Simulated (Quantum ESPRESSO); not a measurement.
## SiC (Moissanite 3C): from strain to phonon shift

Aim: the phonon deformation potentials p and q of SiC (Moissanite 3C), tested on a biaxially strained cell.

Main program and level: Quantum ESPRESSO 7.5; DFT LDA, scalar-relativistic, plane waves, JTH PAW pseudopotentials.

## (1) The relaxed structure

It takes space group F-43m (No. 216, cubic). The conventional cell has a = 4.327 Å, b = 4.327 Å, c = 4.327 Å, α = 90.00°, β = 90.00°, γ = 90.00°. Nearest to Si lie 4 C at 1.87 Å. C has 4 Si at 1.87 Å nearest. Farther neighbours are not listed.

Structure file:

```
CELL_PARAMETERS angstrom
-2.16349 0.00000 2.16349
0.00000 2.16349 2.16349
-2.16349 2.16349 0.00000
ATOMIC_POSITIONS crystal
Si 0.00000 0.00000 0.00000
C 0.25000 0.25000 0.25000
```

This is the cell after its relaxation at this level of theory, not the database cell from which that began.

## (2) Uniaxial strain

The relaxed cell is stretched along z alone. This keeps all atoms on sites fixed by symmetry and splits the threefold mode into a singlet, polarised along z, and a doublet. The macroscopic field is left out, so these are transverse modes. Cutoff 60 Ry, k mesh 12×12×12.

From the response at ε_zz = 0.01:

Output:

```text
[banners, grids, parts of the stress and lines that vanish by symmetry left out]
Program PHONON v.7.5
     Reading xml data from directory:

[...]
Exchange-correlation= PW
                           (   1   4   0   0   0   0   0)
[...]
kinetic-energy cut-off    =      60.0000  Ry
     charge density cut-off    =     480.0000  Ry
     convergence threshold     =      1.0E-18
[...]
Exchange-correlation= PW
                           (   1   4   0   0   0   0   0)
[...]
q = (   0.0000000   0.0000000   0.0000000 )
      9 Sym.Ops. (with q -> -q+G )
     G cutoff =  410.5454  (  24485 G-vectors)     FFT grid: ( 45, 45, 45)
     G cutoff =  205.2727  (   8673 G-vectors)  smooth grid: ( 30, 30, 30)
     number of k points=   163
[...]
Mode symmetry, D_2d (-42m) point group:
[...]
Representation #   1 mode #   1
[...]
End of self-consistent calculation
     Convergence has been achieved
     Representation #   2 mode #   2
[...]
End of self-consistent calculation
     Convergence has been achieved
     Representation #   3 modes #   3   4
[...]
End of self-consistent calculation
     Convergence has been achieved
     Representation #   4 modes #   5   6
[...]
End of self-consistent calculation
     Convergence has been achieved
[...]
q = (    0.000000000   0.000000000   0.000000000 )
[...]
freq (    1) =      -0.009485 [THz] =      -0.316372 [cm-1]
     freq (    2) =      -0.009485 [THz] =      -0.316372 [cm-1]
     freq (    3) =       0.014499 [THz] =       0.483630 [cm-1]
     freq (    4) =      23.655904 [THz] =     789.076029 [cm-1]
     freq (    5) =      23.655904 [THz] =     789.076029 [cm-1]
     freq (    6) =      23.711163 [THz] =     790.919272 [cm-1]
[...]
Mode symmetry, D_2d (-42m) point group:
     freq (   1-   2) =         -0.3  [cm-1]   --> E    X_5  W_3   I+R
     freq (   3-   3) =          0.5  [cm-1]   --> B_2  X_3  W_2   I+R
     freq (   4-   5) =        789.1  [cm-1]   --> E    X_5  W_3   I+R
     freq (   6-   6) =        790.9  [cm-1]   --> B_2  X_3  W_2   I+R

   JOB DONE.
```

```tsv
ε_zz	singlet (cm⁻¹)	doublet (cm⁻¹)	σ_zz (GPa)	σ_xx (GPa)
-0.01	806.26	808.61	-4.019	-1.438
-0.005	802.57	803.68	-1.982	-0.681
0	798.78	798.78	0.045	0.045
0.005	794.90	793.92	2.061	0.740
0.01	790.92	789.08	4.066	1.405
```

Stress is counted positive in tension.

## (3) The fit

To first order ω² − ω₀² = p ε_zz + q (ε_xx + ε_yy) for the mode along z, and likewise for x and y. With ε_zz alone the singlet gives p and the doublet q.

The linear terms of parabolas through ω² are p = -1.92 ω₀² and q = -2.44 ω₀², with ω₀ = 798.8 cm⁻¹. Those of the stresses are C11 = 404 GPa and C12 = 142 GPa. Under hydrostatic strain p and q imply γ = −(p + 2q)/(6 ω₀²) = 1.13.

A layer held to an in-plane strain ε and free along z takes ε_zz = −2 (C12/C11) ε = -0.703 ε. To first order the singlet then shifts by (q − p C12/C11) ε / ω₀ = -1414 ε cm⁻¹. For ε = -0.006, ε_zz = 0.00422, the formulas for ω² predict 807.22 cm⁻¹ for the singlet and 805.09 cm⁻¹ for the doublet.

## (4) A biaxially strained cell

This run was no part of the fit.

Output:

```text
[banners, grids, parts of the stress and lines that vanish by symmetry left out]
[banner, memory and clock lines left out]
Program PHONON v.7.5

[...]
Exchange-correlation= PW
                           (   1   4   0   0   0   0   0)
[...]
kinetic-energy cut-off    =      60.0000  Ry
     charge density cut-off    =     480.0000  Ry
     convergence threshold     =      1.0E-18
[...]
Exchange-correlation= PW
                           (   1   4   0   0   0   0   0)
[...]
q = (   0.0000000   0.0000000   0.0000000 )
      9 Sym.Ops. (with q -> -q+G )
     G cutoff =  405.7479  (  24053 G-vectors)     FFT grid: ( 45, 45, 45)
     G cutoff =  202.8739  (   8521 G-vectors)  smooth grid: ( 30, 30, 30)
     number of k points=   163
[...]
Mode symmetry, D_2d (-42m) point group:
[...]
Representation #   1 mode #   1
[...]
End of self-consistent calculation
     Convergence has been achieved
     Representation #   2 mode #   2
[...]
End of self-consistent calculation
     Convergence has been achieved
     Representation #   3 modes #   3   4
[...]
End of self-consistent calculation
     Convergence has been achieved
     Representation #   4 modes #   5   6
[...]
End of self-consistent calculation
     Convergence has been achieved
[...]
q = (    0.000000000   0.000000000   0.000000000 )
[...]
freq (    1) =       0.030887 [THz] =       1.030273 [cm-1]
     freq (    2) =       0.030887 [THz] =       1.030273 [cm-1]
     freq (    3) =       0.035398 [THz] =       1.180755 [cm-1]
     freq (    4) =      24.133818 [THz] =     805.017529 [cm-1]
     freq (    5) =      24.133818 [THz] =     805.017529 [cm-1]
     freq (    6) =      24.202854 [THz] =     807.320298 [cm-1]
[...]
Mode symmetry, D_2d (-42m) point group:
     freq (   1-   2) =          1.0  [cm-1]   --> E    X_5  W_3   I+R
     freq (   3-   3) =          1.2  [cm-1]   --> B_2  X_3  W_2   I+R
     freq (   4-   5) =        805.0  [cm-1]   --> E    X_5  W_3   I+R
     freq (   6-   6) =        807.3  [cm-1]   --> B_2  X_3  W_2   I+R
```

```tsv
mode	predicted (cm⁻¹)	run (cm⁻¹)
singlet	807.22	807.32
doublet	805.09	805.02
```

The stress along z is 0.060 GPa and that in the plane -2.685 GPa; the unstrained cell carries 0.045 GPa.

## (5) What came out

- p (in units of the squared frequency): -1.920
- q (same units): -2.445
- shift of the singlet per unit of biaxial strain: -1414 cm⁻¹
- C11 and C12: 404 and 142 GPa

**Reading.** To first order, one per cent of tensile biaxial strain moves the singlet of SiC (Moissanite 3C) by -14.1 cm⁻¹ and the doublet by -10.6 cm⁻¹; the formulas miss the test run by up to 0.10 cm⁻¹. In backscattering from (001) the mode polarised along z is the one seen in diamond and zinc-blende crystals; in a polar crystal it is the LO mode, whose potentials differ somewhat from these. The third potential, r, needs shear strain and a relaxation of the atoms, which was not run. These are harmonic values at zero temperature.

[Host names and launcher messages were left out of these logs when they were recorded.]

[Logs are printed without paths, hosts, clocks, repeated set-up lines and the standing remarks that a program may print on its own settings, such as how far it seeks lower states.]

[Hosts, paths, dates, database ids (printed as entryN), source tags and the programs' standing remarks are cut or masked in the printed files.]
